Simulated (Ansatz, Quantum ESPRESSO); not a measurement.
# Lattice dynamics of KCl (Sylvite) in two programs

Aim: the phonon dispersion of KCl (Sylvite), checked by a second program.

Main program and level: Quantum ESPRESSO 7.5; DFT PBE, scalar-relativistic, plane waves, PseudoDojo norm-conserving pseudopotentials.

This is a report of a sequence of runs, with most program output left out.

**1. The structure**

It takes space group Fm-3m (No. 225, cubic). Conventional cell: a = 6.293 Å, b = 6.293 Å, c = 6.293 Å, α = 90.00°, β = 90.00°, γ = 90.00°. K has 6 Cl at 3.15 Å nearest. Cl has 6 K at 3.15 Å nearest. Farther neighbours and most contacts between anions are not listed.

**2. A first look**

Before anything dear is run, a loose run with smearing shows whether this is a metal and how far the cell is from rest.

Input file probe.in:

```
 &control
    calculation='scf',
    prefix='x',
    outdir='./tmp',
    pseudo_dir='./pseudo',
    tprnfor=.true.,
    tstress=.true.,
    verbosity='high',
 /
 &system
    ibrav=2,
    celldm(1)=11.89193312,
    nat=2,
    ntyp=2,
    ecutwfc=74.0,
    occupations='smearing',
    smearing='gaussian',
    degauss=0.01,
 /
 &electrons
    conv_thr=1.0d-07,
    mixing_beta=0.7,
    electron_maxstep=100,
 /
ATOMIC_SPECIES
 K      39.0983  K.upf
 Cl     35.4500  Cl.upf
ATOMIC_POSITIONS crystal
 K      0.000000000   0.000000000   0.000000000
 Cl     0.500000000   0.500000000   0.500000000
K_POINTS automatic
 6 6 6 0 0 0
```

The run is started by

```sh
OMP_NUM_THREADS=1 mpirun -n 2 pw.x -nk 2 -in probe.in > probe.out
```

The job ended after 7.6 s (2 MPI ranks of Intel Xeon Platinum 8488C (Sapphire Rapids), shared host; 15 s of CPU time).

This step gave:

| Item | Value |
| --- | --- |
| volume per atom | 31.15 Å³ |
| pressure | 0.738 GPa |
| gap on the k-mesh | 5.189 eV |

A gap of 5.2 eV opens on this mesh, so the crystal is taken as an insulator; the start stands at 0.74 GPa.

**3. Relaxing the cell and atoms**

The relaxation runs at a cutoff a fifth above that of the response, since stress converges more slowly with the basis than frequencies do. Forces and stress are brought to rest with tight thresholds.

Input file relax.in:

```
 &control
    calculation='vc-relax',
    prefix='x',
    outdir='./tmp',
    pseudo_dir='./pseudo',
    tprnfor=.true.,
    tstress=.true.,
    forc_conv_thr=2.0d-05,
    etot_conv_thr=1.0d-07,
    nstep=40,
 /
 &system
    ibrav=2,
    celldm(1)=11.89193312,
    nat=2,
    ntyp=2,
    ecutwfc=89,
    occupations='fixed',
    nbnd=10,
 /
 &electrons
    conv_thr=1.0d-11,
    mixing_beta=0.7,
    electron_maxstep=100,
 /
 &ions
 /
 &cell
    press_conv_thr=0.2,
 /
ATOMIC_SPECIES
 K      39.0983  K.upf
 Cl     35.4500  Cl.upf
ATOMIC_POSITIONS crystal
 K      0.000000000   0.000000000   0.000000000
 Cl     0.500000000   0.500000000   0.500000000
K_POINTS automatic
 6 6 6 0 0 0
```

The run is started by

```sh
OMP_NUM_THREADS=1 mpirun -n 2 pw.x -nk 2 -in relax.in > relax.out
```

The job ended after 61 s (2 MPI ranks).

Step by step:

```csv
step,energy less that of the first step (eV),largest force (eV/Å),pressure (GPa),volume (Å³)
1,0.0000,0.0000,0.74,62.30
2,-0.0010,0.0000,0.67,62.54
3,-0.0021,0.0000,0.59,62.80
4,-0.0033,0.0000,0.47,63.19
5,-0.0048,0.0000,0.30,63.78
6,-0.0058,0.0000,0.06,64.67
7,-0.0058,0.0000,0.00,64.92
8,-0.0058,0.0000,0.00,64.92
9,-0.0059,0.0000,0.00,64.92
```

```csv
"conventional cell, symmetrised",before,after,change
a (Å),6.293,6.380,+1.4 %
b (Å),6.293,6.380,+1.4 %
c (Å),6.293,6.380,+1.4 %
volume (Å³/atom),31.15,32.46,+4.2 %
```

The relaxed structure:

```xyz
2
Lattice="-3.1900 0.0000 3.1900 0.0000 3.1900 3.1900 -3.1900 3.1900 0.0000" Properties=species:S:1:pos:R:3 pbc="T T T"
K     0.0000    0.0000    0.0000
Cl   -3.1900    3.1900    3.1900
```

The last row of the table of steps is pw.x's closing run on a basis chosen anew for the final cell, so its energy can jump.

Numbers from this step:

```yaml
volume_per_atom: 32.46 Å³
pressure: 0 GPa
gap_on_the_k_mesh: 5.050 eV
```

The volume changes by +4.2 % from the cell with which this run began.

**4. Ground state**

The response is built on this ground state, so it is converged far tighter than an energy would need. With a gap, occupations are fixed, which also allows the response to an electric field.

Input file scf.in:

```
 &control
    calculation='scf',
    prefix='x',
    outdir='./tmp',
    pseudo_dir='./pseudo',
    tprnfor=.true.,
    tstress=.true.,
 /
 &system
    ibrav=2,
    celldm(1)=12.05648313,
    nat=2,
    ntyp=2,
    ecutwfc=74.0,
    occupations='fixed',
    nbnd=10,
 /
 &electrons
    conv_thr=1.0d-12,
    mixing_beta=0.7,
    electron_maxstep=100,
 /
ATOMIC_SPECIES
 K      39.0983  K.upf
 Cl     35.4500  Cl.upf
ATOMIC_POSITIONS crystal
 K      0.000000000   0.000000000   0.000000000
 Cl     0.500000000   0.500000000   0.500000000
K_POINTS automatic
 6 6 6 0 0 0
```

The run is started by

```sh
OMP_NUM_THREADS=1 mpirun -n 2 pw.x -nk 2 -in scf.in > scf.out
```

Elapsed: 8.2 s, on 2 MPI ranks.

Read from the output:

| Property | Result |
| --- | --- |
| pressure | -0.001 GPa |

The cell stands at -0.001 GPa, close enough for phonons.

**5. Phonons on a q mesh**

Linear response treats each wavevector in the unit cell, with no supercell; the 2×2×2 mesh fixes the range of the force constants to be had.

Input file ph.in:

```
phonons
 &inputph
    prefix='x',
    outdir='./tmp',
    fildyn='x.dyn',
    tr2_ph=1.0d-18,
    epsil=.true.,
    ldisp=.true.,
    nq1=2,
    nq2=2,
    nq3=2,
 /
```

The run is started by

```sh
OMP_NUM_THREADS=1 mpirun -n 2 ph.x -nk 2 -in ph.in > ph.out
```

Elapsed: 6.9 min, on 2 MPI ranks; 14 min of CPU time.

Numbers from this step:

* miss of the charge sum rule: 0.001230 e
* largest acoustic frequency at the zone centre before the sum rule: -2.17 cm⁻¹
* highest optical zone-centre mode (no LO-TO term): 125.5 cm⁻¹
* lowest optical zone-centre mode: 125.5 cm⁻¹
* mean high-frequency dielectric constant: 2.284
* largest Born charge in size (third of the trace): 1.131 e
* lowest mode on the q mesh (acoustic ones at the zone centre apart): 59.59 cm⁻¹

Frequencies (cm⁻¹) at each irreducible wavevector; negative means imaginary. Frequencies by wavevector:

```csv
q (fractions),star,mode 1,mode 2,mode 3,mode 4,mode 5,mode 6
0 0 0,1,-2.17,-2.17,-2.17,125.5,125.5,125.5
0 0 -0.5,4,91.67,91.67,99.95,99.95,143.2,146.4
0 -0.5 -0.5,3,59.59,59.59,107,129.7,129.7,136.1
```

Born charge (rows field, columns displacement), before the sum rule (e), principal values of the symmetric part by kind of site:

```csv
atom,atoms with these values,low,middle,high,mean
K1,1,1.13,1.13,1.13,1.13
Cl2,1,-1.13,-1.13,-1.13,-1.13
```

In full for Cl2:

```
-1.13  0.00  0.00
 0.00 -1.13  0.00
 0.00  0.00 -1.13
```

High-frequency dielectric tensor:

```
2.28 0.00 0.00
0.00 2.28 0.00
0.00 0.00 2.28
```

The acoustic modes at Γ come out as far as 2.2 cm⁻¹ from zero, where they should vanish, a small numerical error; the Born charges miss their sum rule by 0.0012 e, which is good.

**6. Fourier transform to real space**

The dynamical matrices of the mesh are Fourier-transformed to force constants in real space, after the long-range dipole part is taken out.

Input file q2r.in:

```
 &input
    fildyn='x.dyn',
    zasr='simple',
    flfrc='x.fc',
 /
```

The run is started by

```sh
q2r.x < q2r.in > q2r.out
```

The job ended after 0.76 s (1 thread).

**7. Interpolated phonon bands**

From the force constants any wavevector is cheap; points of the mesh come back as solved, but for the sum rule and, in polar crystals, the LO-TO term at Γ; the rest is interpolation.

Input file matdyn.in:

```
 &input
    asr='simple',
    flfrc='x.fc',
    flfrq='x.freq',
    flvec='x.modes',
    q_in_band_form=.true.,
    q_in_cryst_coord=.true.,
 /
8
  0.0000000   0.0000000   0.0000000  12  ! GAMMA
  0.0000000   0.5000000   0.5000000  12  ! X
 -0.0000000   0.6250000   0.3750000   1  ! U
 -0.3750000   0.3750000  -0.0000000  12  ! K
  0.0000000   0.0000000   0.0000000  12  ! GAMMA
  0.0000000   0.5000000  -0.0000000  12  ! L
 -0.2500000   0.5000000   0.2500000  12  ! W
  0.0000000   0.5000000   0.5000000   1  ! X
```

The run is started by

```sh
matdyn.x -in matdyn.in > matdyn.out
```

Wall time 0.82 s (1 thread).

Read from the output:

- lowest frequency on the path: 0 cm⁻¹

Matdyn.x, sum rule simple. The phonon branches at the labelled points (cm⁻¹):

```csv
point,branch 1,branch 2,branch 3,branch 4,branch 5,branch 6
Γ,0,0,0,126,126,196
halfway,47,47,99,129,129,160
X,60,60,107,130,130,136
halfway,62,72,104,128,130,136
U,70,96,97,121,130,136
jump to K,70,96,97,121,130,136
halfway,56,73,95,107,131,170
Γ,0,0,0,126,126,196
halfway,56,56,81,118,118,184
L,92,92,100,100,143,146
halfway,83,86,112,113,135,136
W,86,86,103,108,134,134
halfway,69,77,101,124,132,136
X,60,60,107,130,130,136
```

All branches are real along the path.

**8. Sums over the zone**

Sums over the zone need many more wavevectors than were solved, so the interpolation is sampled on a dense mesh.

Input file matdyn.in:

```
 &input
    asr='simple',
    flfrc='x.fc',
    dos=.true.,
    fldos='x.dos',
    nk1=12,
    nk2=12,
    nk3=12,
    deltaE=0.3,
 /
```

The run is started by

```sh
matdyn.x -in matdyn.in > matdyn.out
```

Wall time 3.7 s (1 thread).

Numbers from this step:

| Item | Value |
| --- | --- |
| share of modes beyond 3i cm⁻¹ on the dense interpolated mesh | 0 |
| zero-point energy per atom | 19.91 meV |
| heat capacity at 300 K | 24.36 J/(mol atoms K) |
| vibrational entropy at 300 K | 43.10 J/(mol atoms K) |

The phonon density of states has structure finer than the step of the table below, so its rows give means over 5 cm⁻¹, whole bins alone (the curve runs from 0 to 196 cm⁻¹). Peaks (cm⁻¹: height): total 79.2: 0.0669, 88.8: 0.0880, 103.2: 0.0951, 130.8: 0.166, 135.6: 0.127; Cl 79.2: 0.0265, 87.6: 0.0258, 102.0: 0.0617, 130.8: 0.0931, 135.6: 0.0746; K 79.2: 0.0404, 88.8: 0.0628, 104.4: 0.0349, 130.8: 0.0726, 135.6: 0.0521.

Tetrahedra. Phonon density of states against wavenumber; means over each step; values in 1/cm⁻¹/cell:

```csv
wavenumber (cm⁻¹),total,Cl,K
5,3.4e-5,1.5e-5,1.6e-5
10,1.3e-4,6.3e-5,7.0e-5
15,2.9e-4,1.4e-4,1.5e-4
20,0.00132,6.2e-4,6.9e-4
25,0.00204,9.6e-4,0.00108
30,0.00320,0.00152,0.00169
35,0.00519,0.00245,0.00274
40,0.00719,0.00338,0.00381
45,0.00970,0.00454,0.00516
50,0.0140,0.00651,0.00748
55,0.0199,0.00920,0.0107
60,0.0329,0.0150,0.0179
65,0.0432,0.0194,0.0238
70,0.0467,0.0204,0.0263
75,0.0536,0.0223,0.0313
80,0.0589,0.0228,0.0361
85,0.0524,0.0167,0.0356
90,0.0675,0.0191,0.0484
95,0.0140,0.00558,0.00838
100,0.0602,0.0388,0.0214
105,0.0780,0.0465,0.0315
110,0.0482,0.0257,0.0225
115,0.0652,0.0368,0.0283
120,0.0736,0.0407,0.0329
125,0.0868,0.0471,0.0397
130,0.132,0.0739,0.0579
135,0.0850,0.0497,0.0353
140,0.0278,0.0145,0.0134
145,0.0204,0.00973,0.0106
150,0.0180,0.00861,0.00935
155,0.0145,0.00718,0.00730
160,0.0122,0.00618,0.00605
165,0.0109,0.00554,0.00533
170,0.00932,0.00478,0.00454
175,0.00822,0.00424,0.00399
180,0.00672,0.00348,0.00324
185,0.00544,0.00283,0.00261
190,0.00371,0.00193,0.00177
```

Harmonic thermodynamic functions per atom, summed over the density of states scaled to three modes an atom; melting is ignored. Thermodynamic functions:

```csv
T (K),F_vib (meV/atom),S (J/mol-atom/K),C_V (J/mol-atom/K)
0,19.91,0,0
50,18.95,6.271,12.29
100,12.58,17.88,20.37
200,-14.69,33.35,23.66
300,-54.62,43.1,24.36
400,-103.1,50.15,24.61
500,-158.1,55.66,24.73
600,-218.1,60.17,24.8
700,-282.5,63.99,24.84
800,-350.6,67.31,24.86
900,-421.9,70.24,24.88
1000,-496.1,72.86,24.89
```

At 300 K the heat capacity has reached 98 % of the Dulong-Petit value.

**9. Modes with the sum rule**

A rigid shift of the crystal must cost nothing, but grids and finite bases break this; the acoustic sum rule is imposed before the matrix is diagonalised again. With Born charges the intensities follow, and the static dielectric tensor.

Input file dynmat.in:

```
 &input
    fildyn='x.dyn1',
    asr='simple',
    fileig='dynmat.eig',
    lperm=.true.,
 /
```

The run is started by

```sh
dynmat.x -in dynmat.in > dynmat.out
```

Run time: 0.68 s. Hardware: 1 thread.

Read from the output:

```yaml
mean_static_dielectric_constant: 5.588
```

Unit eigenvectors of the mass-weighted matrix after the sum rule; no LO-TO term. The modes at Γ (shares of kinetic energy by element, %):

```csv
mode,frequency (cm⁻¹),symmetry,K %,Cl %
1,0.0,acoustic,52,48
2,0.0,acoustic,52,48
3,0.0,acoustic,52,48
4,125.6,T1u,48,52
5,125.6,T1u,48,52
6,125.6,T1u,48,52
```

Displacements in mode 6 (125.6 cm⁻¹), the largest set to 1:
```
K1   0.00  0.00 -0.91
Cl2  0.00  0.00  1.00
```

Degenerate modes summed, no LO-TO term. Lines of the infrared spectrum (strongest = 100):

```csv
position (cm⁻¹),lines merged,label,"IR intensity, relative"
126,3,T1u,100
```

Static dielectric tensor (ions relaxed, fixed cell):

```
5.59 0.00 0.00
0.00 5.59 0.00
0.00 0.00 5.59
```

The rule moves no optical mode by more than 0.1 cm⁻¹.

**10. Sum rules set otherwise: a sum rule for molecules or wires on a crystal**

This rule also removes rotations, which suits wires and not a crystal; it is tried to see the harm.

Input file dynmat.in:

```
 &input
    fildyn='x.dyn1',
    asr='one-dim',
    fileig='dynmat.eig',
    lperm=.true.,
 /
```

The run is started by

```sh
dynmat.x -in dynmat.in > dynmat.out
```

The job ended after 0.67 s (1 thread).

The run ended normally, but on settings that are not sound.

The fault: a sum rule for molecules or wires on a crystal; 1 optical mode is projected out to zero frequency, as if it were a rotation, and the static dielectric tensor is spoilt.

For a crystal the rule has to be 'simple' or 'crystal'.

Zone-centre frequencies as printed; negative means imaginary. Modes:

```csv
mode,frequency (cm⁻¹)
1,0
2,0
3,0
4,0
5,125.5
6,125.5
```

**11. Modes along a direction of q (1 0 0)**

A longitudinal polar mode sets up a macroscopic field that stiffens it; the term hangs on the direction from which q goes to zero.

Input file dynmat.in:

```
 &input
    fildyn='x.dyn1',
    asr='simple',
    fileig='dynmat.eig',
    q(1)=1.0,
    q(2)=0.0,
    q(3)=0.0,
 /
```

The run is started by

```sh
dynmat.x -in dynmat.in > dynmat.out
```

The job ended after 0.66 s (1 thread).

Read from the output:

```yaml
highest_mode_moved_by_the_lo_to_term: 196.4 cm⁻¹
```

Zone-centre frequencies as printed; negative means imaginary. Modes:

```csv
mode,frequency (cm⁻¹)
1,0
2,0
3,0
4,125.5
5,125.5
6,196.4
```

The field moves one mode, from 126 to 196 cm⁻¹; the others stay.

**12. The dispersion under another sum rule (asr all)**

The sum rule corrects the force constants themselves, so it can shift branches at any wavevector, low ones most.

Input file matdyn.in:

```
 &input
    asr='all',
    flfrc='x.fc',
    flfrq='x.freq',
    flvec='x.modes',
    q_in_band_form=.true.,
    q_in_cryst_coord=.true.,
 /
8
  0.0000000   0.0000000   0.0000000   8  ! GAMMA
  0.0000000   0.5000000   0.5000000   8  ! X
 -0.0000000   0.6250000   0.3750000   1  ! U
 -0.3750000   0.3750000  -0.0000000   8  ! K
  0.0000000   0.0000000   0.0000000   8  ! GAMMA
  0.0000000   0.5000000  -0.0000000   8  ! L
 -0.2500000   0.5000000   0.2500000   8  ! W
  0.0000000   0.5000000   0.5000000   1  ! X
```

The run is started by

```sh
matdyn.x -in matdyn.in > matdyn.out
```

The job ended after 0.73 s (1 thread).

At the labelled points the branches move by no more than 0.2 cm⁻¹. The log warns that this rule wants the long-range part of the force constants stored apart (write_lr, read_lr) in a polar crystal, which was not done.

**13. The same in Ansatz**

A second program on the same cell, potentials, cutoff and meshes tests the implementation of the phonon response, not its convergence. Its field response is summed in its own way. Its k mesh is centred on Γ.

This step: DFT PBE, scalar-relativistic, plane waves, PseudoDojo norm-conserving pseudopotentials (Ansatz 0.2.0).

Input file input.yaml:

```yaml
crystal:
  lattice:
    - [-3.1900080581, 0.0, 3.1900080581]
    - [0.0, 3.1900080581, 3.1900080581]
    - [-3.1900080581, 3.1900080581, 0.0]
  atoms:
    - { symbol: K, position: [0.0, 0.0, 0.0] }
    - { symbol: Cl, position: [0.5, 0.5, 0.5] }
kpoints:
  mp_grid: { grid: [6, 6, 6] }
hamiltonian:
  xc: pbe
  pseudopotentials: { kind: nc, accuracy: standard }
scf:
  occupations: { method: fixed }
output:
  eigenvalues: true
basis:
  ecutwfc: 1006.821
phonons:
  method: dfpt
  dielectric: true
  rigid_motions: translations
  qmesh: [2, 2, 2]
  temperatures: { t_max: 1000, t_step: 50 }
  qpath:
    path:
      - [[0.0, 0.0, 0.0], [0.0, 0.5, 0.5], [0.0, 0.625, 0.375]]
      - [[-0.375, 0.375, 0.0], [0.0, 0.0, 0.0], [0.0, 0.5, 0.0], [-0.25, 0.5, 0.25], [0.0, 0.5, 0.5]]
    npoints: 12
```

The run is started by

```sh
ansatz run input.yaml --threads 2 --pin off --max-ram 4096MiB --backend cpu --events-out ev --progress --plain --runs-dir out
```

The job ended after 37 s (2 threads; peak memory 0.92 GiB; 70 s of CPU time).

Read from the output:

```yaml
sum_rule_residual_before_enforcement: 1.68e-5 eV/Å²
miss_of_the_charge_sum_rule: 1.90e-5 e
mean_frequency: 107 cm⁻¹
debye_temperature_second_moment: 207 K
logarithmic_mean_frequency: 101.7 cm⁻¹
mean_high_frequency_dielectric_constant: 2.283
largest_born_charge_in_size_third_of_the_trace: 1.130 e
mean_static_dielectric_constant: 5.586
lowest_mode_on_the_q_mesh_acoustic_ones_at_the_zone_centre_apart: 59.56 cm⁻¹
zero_point_energy_per_atom: 19.9 meV
vibrational_entropy_at_300_k: 43.14 J/(mol atoms K)
```

Transverse modes. Lines of the infrared spectrum (strongest = 100):

```csv
position (cm⁻¹),label,"IR intensity ((D/Å)²/amu), degenerate modes summed, relative"
126,T1u,100
```

**14. Side by side: QE PseudoDojo and Ansatz, PseudoDojo**

Numbers from this step:

```yaml
root_mean_square_difference: 0.02 cm⁻¹
largest_difference: 0.03 cm⁻¹
root_mean_square_difference_on_the_path: 0.1 cm⁻¹
largest_difference_on_the_path: 0.1 cm⁻¹
```

The two runs side by side. Further quantities:

```csv
quantity,QE PseudoDojo,"Ansatz, PseudoDojo"
mean ε∞,2.284,2.283
"largest Born charge in size (e; the first before, the second after the charge sum rule)",1.131,1.13
```

The interpolated bands of the two lie on top of each other.

At the solved wavevectors the largest difference (acoustic modes at Γ apart) is 0.02 % of the highest mode.

**15. Results**

| Item | Value |
| --- | --- |
| space group after relaxation | Fm-3m |
| volume per atom | 32.5 Å³ |
| gap on the k-mesh | 5.05 eV |
| highest optical zone-centre mode (no LO-TO term) | 125.5 cm⁻¹ |
| highest mode moved by the LO-TO term | 196.4 cm⁻¹ |
| mean high-frequency dielectric constant | 2.28 |
| largest Born charge in size (third of the trace) | 1.13 e |
| mean static dielectric constant | 5.59 |
| q mesh | 2×2×2 |
| lowest mode on the q mesh (acoustic ones at the zone centre apart) | 59.6 cm⁻¹ |
| zero-point energy per atom | 19.9 meV |
| heat capacity at 300 K | 24.4 J/(mol atoms K) |
| vibrational entropy at 300 K | 43.1 J/(mol atoms K) |
| imaginary modes on the q mesh | none |
| largest difference from Ansatz, PseudoDojo | 0.03 cm⁻¹ |

**Reading.** KCl (Sylvite) is dynamically stable on the 2×2×2 mesh; its spectrum reaches 196 cm⁻¹. At the PBE level the optical modes of KCl (Sylvite) at the zone centre (no LO-TO term) lie at 126 cm⁻¹. Along the directions run, the highest mode that the macroscopic field moves lies at 196 cm⁻¹. Lattice motion raises the mean dielectric constant from 2.284 to 5.588. The Born charge of Cl is -1.131 e against a formal charge of -1, somewhat above it. The Lyddane-Sachs-Teller relation holds: (ωLO/ωTO)² is 2.45 and ε₀/ε∞ is 2.45. QE PseudoDojo and Ansatz, PseudoDojo agree to 0.03 cm⁻¹ (0.02 % of the highest mode compared) on all solved modes but the acoustic ones at Γ, without the LO-TO term. These are harmonic frequencies at zero temperature: anharmonic shifts and linewidths and thermal expansion are left out.

[Host names and launcher messages were left out of these logs when they were recorded.]

[Logs are printed without paths, hosts, clocks, repeated set-up lines and the standing remarks that a program may print on its own settings, such as how far it seeks lower states.]

[Hosts, paths, dates, database ids (printed as entryN), source tags and the programs' standing remarks are cut or masked in the printed files.]
